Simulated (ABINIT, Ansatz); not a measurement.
# Ruthenium (P6_3/mmc): phonons by linear response, part 2 of 4

How does Ruthenium (P6_3/mmc) vibrate, and is this structure a minimum?

ABINIT 10.8.3; DFT PBE, scalar-relativistic, plane waves, PseudoDojo norm-conserving pseudopotentials.

So far. Step 3 (Relaxation): The volume changes by +1.6 % in this run and stands +1.6 % from the first cell. Step 4 (Ground state): The cell stands at -0.91 GPa: the relaxation ran with a smoothed and higher cutoff, and the difference is a stress of the finite basis. The relaxed cell has a = 2.721, c = 4.303 Å (conventional setting).

## 5. Linear response at Γ

At q = 0 one unit cell holds all displacements. The response is solved for single atoms along the cell's directions, and symmetry skips those that follow from others. The crystal is treated as a metal, which screens a static field, so no field response is asked.

Input file dfpt_gamma.abi:

```

# common to the responses
getwfk_filepath "gso_WFK"
kptopt 2
nqpt 1
qpt 0.0 0.0 0.0
asr 0
chneut 0

# displacements
rfphon 1
rfatpol 1 2
rfdir 1 1 1
tolvrs 1.0d-10
prtwf 0
prtpot 1

# basis, mesh and filling
ecut 38.0
ngkpt 12 12 6
nshiftk 1
shiftk 0.0 0.0 0.0
istwfk *1
occopt 7
tsmear 0.01
nband 24
nstep 100
diemac 1000000.0
prtebands 0
prtgsr 0

# cell and atoms
acell 5.141093907 5.141093907 8.131669566
rprim 
    1.0 0.0 0.0
    -0.5 0.8660254038 0.0
    0.0 0.0 1.0
ntypat 1
znucl 44
natom 2
typat 1 1
xred 
    1/3 2/3 0.25
    2/3 1/3 0.75
pp_dirpath "./pseudo"
pseudos "Ru.upf"
```

The run is started by

```bash
$ OMP_NUM_THREADS=1 mpirun -n 16 abinit dfpt_gamma.abi > dfpt_gamma.log
```

Numbers of over 12 decimals in the logs are rounded to 6 here.

dfpt_gamma.abo, the main output file:

```text
[banners, grids, parts of the stress and lines that vanish by symmetry left out]
- input  file    -> dfpt_gamma.abi
- output file    -> dfpt_gamma.abo
- root for input  files -> dfpt_gammai
- root for output files -> dfpt_gammao

 Symmetries : space group P6_3/m m c (#194); Bravais hP (primitive hexag.)
================================================================================
 Values of the parameters that define the memory need of the present run (RF).
     intxc =       0      iscf =       7    lmnmax =       6     lnmax =       6
     mgfft =      48  mpssoang =       3    mqgrid =    3001     natom =       2
  nloc_mem =       1    nspden =       1   nspinor =       1    nsppol =       1
      nsym =      24    n1xccc =    2501    ntypat =       1    occopt =       7
   xclevel =       2
-    mband =          24        mffmem =           1         mkmem =          28
-   mkqmem =          28        mk1mem =          28           mpw =        2112
      nfft =       43200          nkpt =         436
- my_mband =          24
================================================================================
================================================================================

--------------------------------------------------------------------------------
------------- Echo of variables that govern the present computation ------------
--------------------------------------------------------------------------------
-
- outvars: echo of selected default values
-   iomode0 =  0 , fftalg0 =312 , wfoptalg0 =  0
-
- outvars: echo of global parameters not present in the input file
-  max_nthreads =    1
-
 -outvars: echo values of preprocessed input variables
 [... echo left out ...]
================================================================================

 chkinp: Checking input parameters for consistency.

[...]
== DATASET  1 ==================================================================
-   mpi_nproc: 16, omp_nthreads: 1 (-1 if OMP is not activated)

--- !DatasetInfo
iteration_state: {dtset: 1, }
dimensions: {natom: 2, nkpt: 436, mband: 24, nsppol: 1, nspinor: 1, nspden: 1, mpw: 2112, }
cutoff_energies: {ecut:  38.0, pawecutdg:  -1.0, }
electrons: {nelect:   3.20000000E+01, charge:   0.00000000E+00, occopt:   7.00000000E+00, tsmear:   1.00000000E-02, }
meta: {optdriver: 1, rfphon: 1, }
...

 mkfilename: getwfk from: gso_WFK

 Real(R)+Recip(G) space primitive vectors, cartesian coordinates (Bohr,Bohr^-1):
 R(1)=  5.1410939  0.0000000  0.0000000  G(1)=  0.1945111  0.1123011  0.0000000
 R(2)= -2.5705470  4.4523179  0.0000000  G(2)=  0.0000000  0.2246021  0.0000000
 R(3)=  0.0000000  0.0000000  8.1316696  G(3)=  0.0000000  0.0000000  0.1229760
 Unit cell volume ucvol=  1.8613216E+02 bohr^3
 Angles (23,13,12)=  9.00000000E+01  9.00000000E+01  1.20000000E+02 degrees
 setup1 : take into account q-point for computing boxcut.

 getcut: wavevector=  0.0000  0.0000  0.0000  ngfft=  30  30  48
         ecut(hartree)=     38.000   => boxcut(ratio)=   2.10441

--- Pseudopotential description ------------------------------------------------
- pspini: atom type   1  psp file is ./pseudo/Ru.upf

   1.28764132E+03                                ecore*ucvol(ha*bohr**3)
--------------------------------------------------------------------------------

 ==>  initialize data related to q vector <==

 The list of irreducible perturbations for this q vector is:
    1)    idir= 1    ipert=   1
    2)    idir= 3    ipert=   1

[...]
The perturbation idir=   2  ipert=   1 is
 symmetric of a previously calculated perturbation.
 So, its SCF calculation is not needed.

 The perturbation idir=   1  ipert=   2 is
 symmetric of a previously calculated perturbation.
 So, its SCF calculation is not needed.

 The perturbation idir=   2  ipert=   2 is
 symmetric of a previously calculated perturbation.
 So, its SCF calculation is not needed.

 The perturbation idir=   3  ipert=   2 is
 symmetric of a previously calculated perturbation.
 So, its SCF calculation is not needed.

--------------------------------------------------------------------------------
 Perturbation wavevector (in red.coord.)   0.000000  0.000000  0.000000
 Perturbation : displacement of atom   1   along direction   1
 Found     2 symmetries that leave the perturbation invariant.

[...]
dfpt_looppert : total number of electrons, from k and k+q
  fully or partially occupied states are    3.200000E+01 and    3.200000E+01.
 Initialisation of the first-order wave-functions :
  ireadwf=   0

--- !BeginCycle
iteration_state: {dtset: 1, }
solver: {iscf: 7, nstep: 100, nline: 4, wfoptalg: 0, }
tolerances: {tolvrs: 1.00E-10, }
...

     iter   2DEtotal(Ha)        deltaE(Ha) residm    vres2
-ETOT  1   2.755936     -3.063E+03 7.566E+00 6.776E+02
 ETOT  2   1.827270     -9.287E-01 1.372E-01 2.388E+01
 ETOT  3   1.813711     -1.356E-02 3.568E-03 1.196E+00
 ETOT  4   1.813056     -6.558E-04 6.483E-04 3.529E-02
 ETOT  5   1.813217      1.614E-04 1.049E-04 6.929E-01
[...]
At SCF step   11       vres2   =  1.70E-13 < tolvrs=  1.00E-10 =>converged.
[...]
Mean square residual over all n,k,spin=   21.127E-13; max=  29.550E-10

 Thirteen components of 2nd-order total energy (hartree) are
 1,2,3: 0th-order hamiltonian combined with 1st-order wavefunctions
     kin0=   2.95469643E+03 eigvalue=   1.80129046E+01  local=  -1.98543509E+03
 4,5,6: 1st-order hamiltonian combined with 1st and 0th-order wfs
 loc psp =  -3.08777578E+03  Hartree=   7.80028180E+02     xc=  -1.69830973E+02
 note that "loc psp" includes a xc core correction that could be resolved
 7,8,9: eventually, occupation + non-local contributions
    edocc=   2.32460141E+02     enl0=   1.23388671E+03   enl1=  -3.03986082E+03
 1-9 gives the relaxation energy (to be shifted if some occ is /=2.0)
   erelax=  -3.06381830E+03
 10,11,12 Non-relaxation  contributions : frozen-wavefunctions and Ewald
 fr.local=   1.57551543E+03 fr.nonlo=   1.51849975E+03  Ewald=   2.41918773E+01
 13,14 Frozen wf xc core corrections (1) and (2)
 frxc 1  =  -3.34380693E+02  frxc 2 =   2.81804980E+02
 Resulting in :
 2DEtotal=    0.1813044032E+01 Ha. Also 2DEtotal=    0.493354414361E+02 eV
    (2DErelax=   -3.0638183019E+03 Ha. 2DEnonrelax=    3.0656313459E+03 Ha)
    (  non-var. 2DEtotal :    1.8130440164E+00 Ha)

[...]
Perturbation wavevector (in red.coord.)   0.000000  0.000000  0.000000
 Perturbation : displacement of atom   1   along direction   3
 Found     6 symmetries that leave the perturbation invariant.

--------------------------------------------------------------------------------

--------------------------------------------------------------------------------

 dfpt_looppert : total number of electrons, from k and k+q
  fully or partially occupied states are    3.200000E+01 and    3.200000E+01.
 Initialisation of the first-order wave-functions :
  ireadwf=   0

--- !BeginCycle
iteration_state: {dtset: 1, }
solver: {iscf: 7, nstep: 100, nline: 4, wfoptalg: 0, }
tolerances: {tolvrs: 1.00E-10, }
...

     iter   2DEtotal(Ha)        deltaE(Ha) residm    vres2
-ETOT  1   10.997564294480     -8.573E+03 1.596E+01 6.453E+03
[...]
ETOT 10   8.117663      1.182E-10 1.403E-08 3.313E-09
 ETOT 11   8.117663     -2.856E-10 4.786E-10 5.094E-12

 At SCF step   11       vres2   =  5.09E-12 < tolvrs=  1.00E-10 =>converged.
[...]
Mean square residual over all n,k,spin=   83.419E-14; max=  47.861E-11

 Thirteen components of 2nd-order total energy (hartree) are
 1,2,3: 0th-order hamiltonian combined with 1st-order wavefunctions
     kin0=   7.46616912E+03 eigvalue=   2.32500578E+01  local=  -5.00370114E+03
 4,5,6: 1st-order hamiltonian combined with 1st and 0th-order wfs
 loc psp =  -9.55340510E+03  Hartree=   2.84280514E+03     xc=  -4.38585171E+02
 note that "loc psp" includes a xc core correction that could be resolved
 7,8,9: eventually, occupation + non-local contributions
    edocc=   5.93102522E+02     enl0=   3.09270503E+03   enl1=  -7.59808601E+03
 1-9 gives the relaxation energy (to be shifted if some occ is /=2.0)
   erelax=  -8.57574556E+03
 10,11,12 Non-relaxation  contributions : frozen-wavefunctions and Ewald
 fr.local=   3.90096906E+03 fr.nonlo=   3.79228241E+03  Ewald=   1.02180105E+03
 13,14 Frozen wf xc core corrections (1) and (2)
 frxc 1  =  -8.36651693E+02  frxc 2 =   7.05462394E+02
 Resulting in :
 2DEtotal=    0.8117662629E+01 Ha. Also 2DEtotal=    0.220892853219E+03 eV
    (2DErelax=   -8.5757455565E+03 Ha. 2DEnonrelax=    8.5838632191E+03 Ha)
    (  non-var. 2DEtotal :    8.1176625948E+00 Ha)

[...]
---- first-order wavefunction calculations are completed ----

 ==> Compute Derivative Database <==

 [... matrices left out ...]
  Phonon wavevector (reduced coordinates) :  0.00000  0.00000  0.00000
 Phonon energies in Hartree :
  -1.807709E-05 -1.807709E-05  6.977941E-06  8.630900E-04  8.630900E-04
   1.154388E-03
 Phonon frequencies in cm-1    :
- -3.967462E+00 -3.967462E+00  1.531481E+00  1.894264E+02  1.894264E+02
-  2.533588E+02

== END DATASET(S) ==============================================================
================================================================================

 -outvars: echo values of variables after computation
            acell      5.1410939070E+00  5.1410939070E+00  8.1316695660E+00 Bohr
           etotal      8.1176626292E+00
            fcart      0.0000000000E+00  0.0000000000E+00  0.0000000000E+00
           strten      0.0000000000E+00  0.0000000000E+00  0.0000000000E+00
================================================================================
```

It took 44 s on 16 MPI ranks of Arm Neoverse V2, shared host; 12 min of CPU time.

This step gave:

```yaml
largest_acoustic_frequency_at_the_zone_centre_before_the_sum_rule: -3.97 cm⁻¹
highest_optical_zone_centre_mode_no_lo_to_term: 253.4 cm⁻¹
lowest_optical_zone_centre_mode: 189.4 cm⁻¹
```

The acoustic modes at Γ come out as far as 4.0 cm⁻¹ from zero, where they should vanish, a small numerical error.

## 6. Linear response on the mesh

Linear response treats each wavevector of the 3×3×2 mesh in the unit cell; the first-order potentials are kept for the electron-phonon matrix elements.

Input file dfpt_q.abi:

```
ndtset 5

# wavevectors
qpt1 0.3333333333 0.0 0.0
qpt2 0.3333333333 0.3333333333 0.0
qpt3 0.0 0.0 0.5
qpt4 0.3333333333 0.0 0.5
qpt5 0.3333333333 0.3333333333 0.5

# displacements
getwfk_filepath "gso_WFK"
getwfq_filepath "gso_WFK"
kptopt 3
nqpt 1
rfphon 1
rfatpol 1 2
rfdir 1 1 1
tolvrs 1.0d-10
prtwf 0
prtpot 1

# basis, mesh and filling
ecut 38.0
ngkpt 12 12 6
nshiftk 1
shiftk 0.0 0.0 0.0
istwfk *1
occopt 7
tsmear 0.01
nband 24
nstep 100
diemac 1000000.0
prtebands 0
prtgsr 0

# cell and atoms
acell 5.141093907 5.141093907 8.131669566
rprim 
    1.0 0.0 0.0
    -0.5 0.8660254038 0.0
    0.0 0.0 1.0
ntypat 1
znucl 44
natom 2
typat 1 1
xred 
    1/3 2/3 0.25
    2/3 1/3 0.75
pp_dirpath "./pseudo"
pseudos "Ru.upf"
```

The run is started by

```bash
$ OMP_NUM_THREADS=1 mpirun -n 16 abinit dfpt_q.abi > dfpt_q.log
```

dfpt_q.abo, the main output file:

```text
[banners, grids, parts of the stress and lines that vanish by symmetry left out]
- input  file    -> dfpt_q.abi
- output file    -> dfpt_q.abo
- root for input  files -> dfpt_qi
[...]
DATASET    1 : space group P6_3/m m c (#194); Bravais hP (primitive hexag.)
[...]
nfft =       43200          nkpt =         864
[...]
DATASET    2 : space group P6_3/m m c (#194); Bravais hP (primitive hexag.)
[...]
nfft =       43200          nkpt =         864
[...]
DATASET    3 : space group P6_3/m m c (#194); Bravais hP (primitive hexag.)
[...]
nfft =       43200          nkpt =         864
[...]
DATASET    4 : space group P6_3/m m c (#194); Bravais hP (primitive hexag.)
[...]
nfft =       43200          nkpt =         864
[...]
DATASET    5 : space group P6_3/m m c (#194); Bravais hP (primitive hexag.)
[...]
nfft =       43200          nkpt =         864
[...]
== DATASET  1 ==================================================================
[...]
cutoff_energies: {ecut:  38.0, pawecutdg:  -1.0, }
[...]
Perturbation : displacement of atom   1   along direction   1
[...]
-ETOT  1   7.677549     -3.491E+03 7.858E+00 2.472E+04
 ETOT  2   66.617267798322      5.894E+01 4.568E+00 6.400E+05
 ETOT  3   4.928760     -6.169E+01 7.246E+00 2.497E+03
 ETOT  4   5.198980      2.702E-01 1.142E+01 2.048E+03
 ETOT  5   4.644015     -5.550E-01 4.850E-01 2.009E+01
[...]
At SCF step   16       vres2   =  6.05E-13 < tolvrs=  1.00E-10 =>converged.
[...]
Perturbation : displacement of atom   1   along direction   2
[...]
-ETOT  1   4.106984     -3.115E+03 7.433E+00 5.770E+02
[...]
At SCF step   13       vres2   =  2.95E-11 < tolvrs=  1.00E-10 =>converged.
[...]
Perturbation : displacement of atom   1   along direction   3
[...]
-ETOT  1   9.999633     -8.184E+03 1.705E+01 1.272E+03
[...]
At SCF step   14       vres2   =  6.50E-12 < tolvrs=  1.00E-10 =>converged.
[...]
Phonon wavevector (reduced coordinates) :  0.33333  0.00000  0.00000
 Phonon energies in Hartree :
[...]
Phonon frequencies in cm-1    :
-  1.323535E+02  1.478823E+02  2.010960E+02  2.139672E+02  2.148568E+02
-  2.348909E+02
[...]
== DATASET  2 ==================================================================
[...]
cutoff_energies: {ecut:  38.0, pawecutdg:  -1.0, }
[...]
Perturbation : displacement of atom   1   along direction   1
[...]
-ETOT  1   6.005163     -3.398E+03 8.451E+00 1.554E+03
[...]
At SCF step   13       vres2   =  3.98E-11 < tolvrs=  1.00E-10 =>converged.
[...]
Perturbation : displacement of atom   1   along direction   3
[...]
-ETOT  1   9.446142     -8.023E+03 1.655E+01 6.100E+02
[...]
Phonon wavevector (reduced coordinates) :  0.33333  0.33333  0.00000
 Phonon energies in Hartree :
[...]
Phonon frequencies in cm-1    :
-  1.718964E+02  1.718964E+02  2.034660E+02  2.034660E+02  2.055054E+02
-  2.584144E+02
[...]
== DATASET  3 ==================================================================
[...]
cutoff_energies: {ecut:  38.0, pawecutdg:  -1.0, }
[...]
Perturbation : displacement of atom   1   along direction   1
[...]
-ETOT  1   2.765488     -3.063E+03 7.831E+00 6.942E+02
[...]
Perturbation : displacement of atom   1   along direction   3
[...]
-ETOT  1   23.006674426623     -9.705E+03 1.628E+01 1.842E+05
[...]
Phonon wavevector (reduced coordinates) :  0.00000  0.00000  0.50000
 Phonon energies in Hartree :
[...]
Phonon frequencies in cm-1    :
-  1.336007E+02  1.336007E+02  1.336007E+02  1.336007E+02  2.053066E+02
-  2.053066E+02
[...]
== DATASET  4 ==================================================================
[...]
cutoff_energies: {ecut:  38.0, pawecutdg:  -1.0, }
[...]
Perturbation : displacement of atom   1   along direction   1
[...]
-ETOT  1   6.170434     -3.432E+03 8.111E+00 5.078E+03
[...]
Perturbation : displacement of atom   1   along direction   2
[...]
-ETOT  1   4.404663     -3.114E+03 7.089E+00 5.988E+02
[...]
Perturbation : displacement of atom   1   along direction   3
[...]
-ETOT  1   15.064561012572     -8.380E+03 1.560E+01 1.864E+04
[...]
Phonon wavevector (reduced coordinates) :  0.33333  0.00000  0.50000
 Phonon energies in Hartree :
[...]
Phonon frequencies in cm-1    :
-  1.631598E+02  1.631656E+02  1.852596E+02  1.852596E+02  2.547048E+02
-  2.547086E+02
[...]
== DATASET  5 ==================================================================
[...]
cutoff_energies: {ecut:  38.0, pawecutdg:  -1.0, }
[...]
Perturbation : displacement of atom   1   along direction   1
[...]
-ETOT  1   5.614568     -3.387E+03 8.472E+00 4.334E+02
[...]
At SCF step   12       vres2   =  1.63E-11 < tolvrs=  1.00E-10 =>converged.
[...]
Perturbation : displacement of atom   1   along direction   3
[...]
-ETOT  1   13.160065531530     -8.079E+03 1.576E+01 1.620E+03
[...]
ETOT 10   10.940992911131     -4.073E-09 1.425E+01 2.034E-09
 ETOT 11   10.940992911062     -6.912E-11 2.345E+01 1.886E-11
 At SCF step   11       vres2   =  1.89E-11 < tolvrs=  1.00E-10 =>converged.
[...]
Phonon wavevector (reduced coordinates) :  0.33333  0.33333  0.50000
 Phonon energies in Hartree :
[...]
Phonon frequencies in cm-1    :
-  1.749742E+02  1.749742E+02  2.289879E+02  2.289879E+02  2.336799E+02
-  2.336799E+02
[...]
strten3     0.0000000000E+00  0.0000000000E+00  0.0000000000E+00
           
================================================================================
```

Run time: 15 min. Hardware: 16 MPI ranks.

Read from the output:

```
lowest mode on the q mesh (acoustic ones at the zone centre apart) : 132.3 cm⁻¹
```

Frequencies (cm⁻¹) before the sum rule at the irreducible wavevectors but Γ, which is solved apart; negative means imaginary. Frequencies by wavevector:

```
    q (fractions)  star  mode 1  mode 2  mode 3  mode 4  mode 5  mode 6
       0.3333 0 0     6   132.3   147.9   201.1     214   214.9   234.9
  0.3333 0.3333 0     2   171.9   171.9   203.5   203.5   205.5   258.4
          0 0 0.5     1   133.6   133.6   133.6   133.6   205.3   205.3
     0.3333 0 0.5     6   163.2   163.2   185.3   185.3   254.7   254.7
0.3333 0.3333 0.5     2     175     175     229     229   233.7   233.7
```

(Part 2 of 4 ends here.)

[Host names and launcher messages were left out of these logs when they were recorded.]

[Logs are printed without paths, hosts, clocks, repeated set-up lines and the standing remarks that a program may print on its own settings, such as how far it seeks lower states.]

[Hosts, paths, dates, database ids (printed as entryN), source tags and the programs' standing remarks are cut or masked in the printed files.]
